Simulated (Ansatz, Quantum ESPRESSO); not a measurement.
# SrSi3 (Fm-3m): zone-centre phonons, part 3 of 3

Which modes does SrSi3 (Fm-3m) have at the zone centre?

Quantum ESPRESSO 7.5; DFT LDA, scalar-relativistic, plane waves, PseudoDojo norm-conserving pseudopotentials.

So far. Step 5 (Zone-centre response): The acoustic modes at Γ come out as far as 0.6 cm⁻¹ from zero, where they should vanish, a small numerical error. Step 6 (Modes with the sum rule): The rule moves no optical mode by more than 0.1 cm⁻¹.

The structure was built from a prototype and need not be the compound's stable phase.

### Step 8. A second program

A second program on the same cell, potentials, cutoff and meshes tests the implementation of the phonon response, not its convergence. Its k mesh is centred on Γ.

This step: DFT LDA, scalar-relativistic, plane waves, PseudoDojo norm-conserving pseudopotentials (Ansatz 0.2.0).

input.yaml reads:

```yaml
crystal:
  lattice:
    - [-3.3956861167, 0.0, 3.3956861167]
    - [0.0, 3.3956861167, 3.3956861167]
    - [-3.3956861167, 3.3956861167, 0.0]
  atoms:
    - { symbol: Sr, position: [0.0, 0.0, 0.0] }
    - { symbol: Si, position: [0.5, 0.5, 0.5] }
    - { symbol: Si, position: [0.75, 0.75, 0.75] }
    - { symbol: Si, position: [0.25, 0.25, 0.25] }
kpoints:
  mp_grid: { grid: [8, 8, 8] }
hamiltonian:
  xc: lda
  pseudopotentials: { kind: nc, accuracy: standard }
scf:
  occupations: { method: cold, width: 0.27211 }
output:
  eigenvalues: true
basis:
  ecutwfc: 925.187
phonons:
  method: dfpt
```

Launch:

```
$ ansatz run input.yaml --threads 4 --pin off --max-ram 8192MiB --backend cpu --events-out ev --progress --plain --runs-dir out
```

Output:

```text
Warning: basis.ecutwfc = 925.187 eV is below the records' recommended 925.187132 eV, and the density's cutoff is lower with it unless basis.ecutrho_ratio is high enough to keep the records' density cutoff: compare with a run at a higher cutoff
zone centre: on kpoints.mp_grid the ground state, and the responses unless they are solved on pairs of k-points, stand on 59 of the mesh's 512 k-points, reduced under 8 symmetry operations, with k and −k counted as one. Each operation leaves every solved displacement unchanged or reverses it
Engine: ansatz 0.2.0, aarch64-unknown-linux-gnu
Pseudopotentials: kind: nc
Pseudopotential: Sr, nc, valence charge 10, recommended cutoff 925.187132 eV (normal), Sr.nc.azcp (PseudoDojo's, or run here from an input of PseudoDojo's; its table is named by hamiltonian.pseudopotentials.accuracy)
Pseudopotential: Si, nc, valence charge 4, recommended cutoff 435.38218 eV (normal), Si.nc.azcp (PseudoDojo's, or run here from an input of PseudoDojo's; its table is named by hamiltonian.pseudopotentials.accuracy)
Functional definition: SPW92
  exchange = slater_x
  correlation = pw_c
Crystal: 4 atoms, lattice volume = 78.309 Å³
Basis set: ecut = 925.187 eV, 5029 PW (Γ), exchange–correlation on 96×96×96 points (8 copies of the dense FFT grid, shifted against one another)
Bands: 15, of which v1, the nominal top of the filled ones, is band 11 counted from 1 (10 counted from 0)
Symmetry: 48 space group operations
k-points: 59 of 512 (irreducible under 8 space group operations, time reversal used)
Non-local potential: Sr, projectors of the file, l = 0: 2, l = 1: 2, l = 2: 2
Non-local potential: Si, projectors of the file, l = 0: 2, l = 1: 2, l = 2: 2
Initial density: superposition of atomic densities (chi_scale 0.1, normalization cell, long waves kept (reshape's long-wave potential 0.00 eV rms))
Initial wavefunctions: pseudopotential atomic-orbital guess
Functional: x = slater, c = lda
SCF iter   1: F=—  HF=-1279.505669 eV  |F-HF|=—  |Δ(HF+E_count)|=         —  Δρ=2.44e-2  dr2=1.06e0  ethr=3.10e-3  ⟨swp⟩=7.8  Hψ=13515  notcnv=0
automatic band count: the SCF goes on with 19 bands, as 15 were too few: they end inside the smearing window of the response
preconditioner: auto → Kerker (q_TF=auto, 2.208 Å⁻¹)  [metal: Δε(μ)=0.003 eV  Ē_g=11.689 eV  σ=0.272 eV  W_gap=0.01  n_scr=14 (ndim 8)  ℏωp=18.8 eV  f_vac=0.000  D(μ)=2.27/eV (n_scr^D=14)]
SCF iter   2: F=—  HF=-1279.245383 eV  |F-HF|=—  |Δ(HF+E_count)|=   2.60e-1  S|Δr|=    0.00e0  Δρ=1.36e-2  dr2=3.31e-1  ethr=3.10e-3  ⟨swp⟩=1.0  Hψ=1595  notcnv=0  defer=2
SCF iter   3: F=—  HF=-1279.123791 eV  |F-HF|=—  |Δ(HF+E_count)|=   1.22e-1  S|Δr|=    0.00e0  Δρ=1.96e-3  dr2=3.09e-3  ethr=1.50e-3  ⟨swp⟩=2.8  Hψ=1856  notcnv=0  defer=3
SCF iter   4: F=—  HF=-1279.123145 eV  |F-HF|=—  |Δ(HF+E_count)|=   6.46e-4  S|Δr|=    0.00e0  Δρ=2.26e-4  dr2=2.77e-5  ethr=1.41e-5  ⟨swp⟩=2.3  Hψ=1751  notcnv=0  defer=20
SCF iter   5: F=—  HF=-1279.123146 eV  |F-HF|=—  |Δ(HF+E_count)|=   1.58e-6  S|Δr|=    0.00e0  Δρ=5.84e-5  dr2=1.73e-6  ethr=1.26e-7  ⟨swp⟩=2.5  Hψ=1616  notcnv=0  defer=20
SCF iter   6: F=—  HF=-1279.123109 eV  |F-HF|=—  |Δ(HF+E_count)|=   3.70e-5  S|Δr|=    0.00e0  Δρ=2.77e-5  dr2=3.40e-7  ethr=7.85e-9  ⟨swp⟩=1.2  Hψ=1113  notcnv=0  defer=99
SCF iter   7: F=—  HF=-1279.123109 eV  |F-HF|=—  |Δ(HF+E_count)|=   2.63e-8  S|Δr|=    0.00e0  Δρ=6.03e-6  dr2=1.74e-8  ethr=1.55e-9  ⟨swp⟩=1.1  Hψ=1028  notcnv=0  defer=99
SCF iter   8: F=—  HF=-1279.123109 eV  |F-HF|=—  |Δ(HF+E_count)|=   1.84e-9  S|Δr|=    0.00e0  Δρ=6.83e-7  dr2=2.14e-10  ethr=7.89e-11  ⟨swp⟩=2.0  Hψ=1292  notcnv=0  defer=99
SCF iter   9: F=-1279.123109 eV  HF=-1279.123109 eV  |F-HF|=4.55e-13  |Δ(HF+E_count)|=  7.28e-11  S|Δr|=    0.00e0  Δρ=4.29e-8  dr2=1.35e-12  ethr=1.00e-12  ⟨swp⟩=14.4  Hψ=7732  notcnv=0
SCF 1 converged in 9 iterations: F = -1279.123109 eV  dr2 = 1.35e-12
DFPT response loops at Γ: preconditioner auto → Kerker (q_TF=auto, 2.208 Å⁻¹) (partly filled bands, converged f_vac=0.000); β = 1.00, the filter's whole step (`scf.mixing.beta` (0.50) is not read by the response loops under this deck's `scf.mixing.preconditioner`; to damp them name `kerker` or `kerker_dos`, under which they read `scf.mixing.beta`, and type it under 1.00, their step now; both keys bind the ground state too); Broyden in place of MSR1
SCF converged after 9 iterations
Stability not checked: this state was not tested for a lower state beside it, because cold or Methfessel-Paxton smearing, or corrected tetrahedra, fill the levels in a way that the test cannot read (fill_not_monotonic; see scf.lower_state_search)
Free energy (F): -1279.123109 eV
Harris-Foulkes:  -1279.123109 eV  (|F-HF|=4.55e-13)
Internal energy: -1279.108432 eV  (E = F + TS)
E sigma→0 (E₀):  -1279.118217 eV
Entropy (-TS):   -0.014677 eV (-3.669 meV/atom)
Fermi energy:    9.278976 eV
--- Per-component energies (eV) ---
  E_band       = -31.530127
  E_kinetic    = 374.586342
  E_local      = -611.801029  (includes V_loc(G=0)·N_el)
  E_nonlocal   = 195.235837
  E_hartree    = 155.449066
  E_xc         = -353.380977
  E_vxc        = -300.449396  (∫ρ·V_xc dr)
  E_ewald      = -1039.197670
  E_smearing   = -0.014677  (= −TS)
  E_closure    = -0.000000  (closes the sum)
  Σ components = -1279.123109   (vs F -1279.123109, Δ=0.00e0)
--- Band table (eV; the first three rows and the last of 59) ---
  k-point 0: bands = [... 7 lower, 6.2640, 6.2640, 6.2998, 7.7677, 7.7677, 7.7677, 10.4479, 10.4479, ... 4 higher]
  k-point 1: bands = [... 7 lower, 6.2321, 6.2321, 6.9113, 7.6800, 7.6800, 9.0340, 10.8704, 10.8704, ... 4 higher]
  k-point 2: bands = [... 7 lower, 6.0555, 6.0555, 7.7966, 7.7966, 8.0090, 10.6515, 11.1377, 11.3228, ... 4 higher]
  k-point 58: bands = [... 7 lower, 5.5478, 5.5478, 7.7618, 10.3159, 10.3159, 12.0130, 12.5208, 12.6459, ... 4 higher]
--- Phonons (Γ-DFPT): 3 representative perturbations + reference, on 59 of 512 k-points (Σ response iterations 9) ---
  k mesh reduced under 8 symmetry operations, with k and −k counted as one. Each operation leaves every solved displacement unchanged or reverses it
  ASR residual: 3.932e-5 → 0.000e0 eV/Å²; symmetrization residual: 2.166e-6 eV/Å²
  ASR residual per site (eV/Å²): 3.93e-5 1.57e-5 1.27e-5 1.27e-5
  Γ frequencies (cm⁻¹): 0.00 0.00 0.00 95.45 95.45 95.45 160.05 160.05 160.05 224.28 224.28 224.28
  non-analytic LO–TO correction: not included (Born effective charges unavailable; polar crystals: no LO–TO splitting at Γ)
```

Run time: 18 s. Hardware: 4 threads of Arm Neoverse V2, shared host; peak memory 1.1 GiB; 68 s of CPU time.

This step gave:

```
sum-rule residual before enforcement : 3.93e-5 eV/Å²
lowest optical zone-centre mode      : 95.45 cm⁻¹
```

### Step 9. Side by side: QE PseudoDojo and Ansatz, PseudoDojo

Worked out from the results:

| Property | Result |
| --- | --- |
| root-mean-square difference | 0.01 cm⁻¹ |
| largest difference | 0.01 cm⁻¹ |

Frequencies side by side, by row:

```
q (reciprocal lattice)  mode  QE PseudoDojo (cm⁻¹)  Ansatz, PseudoDojo (cm⁻¹)
                 0 0 0     1                     0                          0
                 0 0 0     2                     0                          0
                 0 0 0     3                     0                          0
                 0 0 0     4                 95.46                      95.45
                 0 0 0     5                 95.46                      95.45
                 0 0 0     6                 95.46                      95.45
                 0 0 0     7                 160.1                      160.1
                 0 0 0     8                 160.1                      160.1
                 0 0 0     9                 160.1                      160.1
                 0 0 0    10                 224.3                      224.3
                 0 0 0    11                 224.3                      224.3
                 0 0 0    12                 224.3                      224.3
```

At the zone centre the largest difference (acoustic modes at Γ apart) is 0.004 % of the highest mode.

### Step 10. Summary of results

```json
{
 "space group after relaxation": "Fm-3m",
 "volume per atom": "19.6 Å³",
 "highest optical zone-centre mode (no LO-TO term)": "224.3 cm⁻¹",
 "lowest optical zone-centre mode": "95.5 cm⁻¹",
 "imaginary optical modes at the zone centre (no q mesh in this session)": "none",
 "largest difference from Ansatz, PseudoDojo": "0.01 cm⁻¹"
}
```

What this shows: At the LDA level the optical modes of SrSi3 (Fm-3m) at the zone centre run from 95 to 224 cm⁻¹. Of the 9 optical modes, 6 are infrared active alone and 3 are Raman active alone; inversion symmetry keeps the two sets apart. QE PseudoDojo and Ansatz, PseudoDojo agree to 0.01 cm⁻¹ (0.004 % of the highest mode compared) on all solved modes but the acoustic ones at Γ, without the LO-TO term. These are harmonic frequencies at zero temperature: anharmonic shifts and linewidths and thermal expansion are left out. In a metal the frequencies hang on the k mesh and the smearing, most of all near Kohn anomalies. The structure is a hypothetical one, built on a prototype.

[Host names and launcher messages were left out of these logs when they were recorded.]

[Logs are printed without paths, hosts, clocks, repeated set-up lines and the standing remarks that a program may print on its own settings, such as how far it seeks lower states.]

[Hosts, paths, dates, database ids (printed as entryN), source tags and the programs' standing remarks are cut or masked in the printed files.]
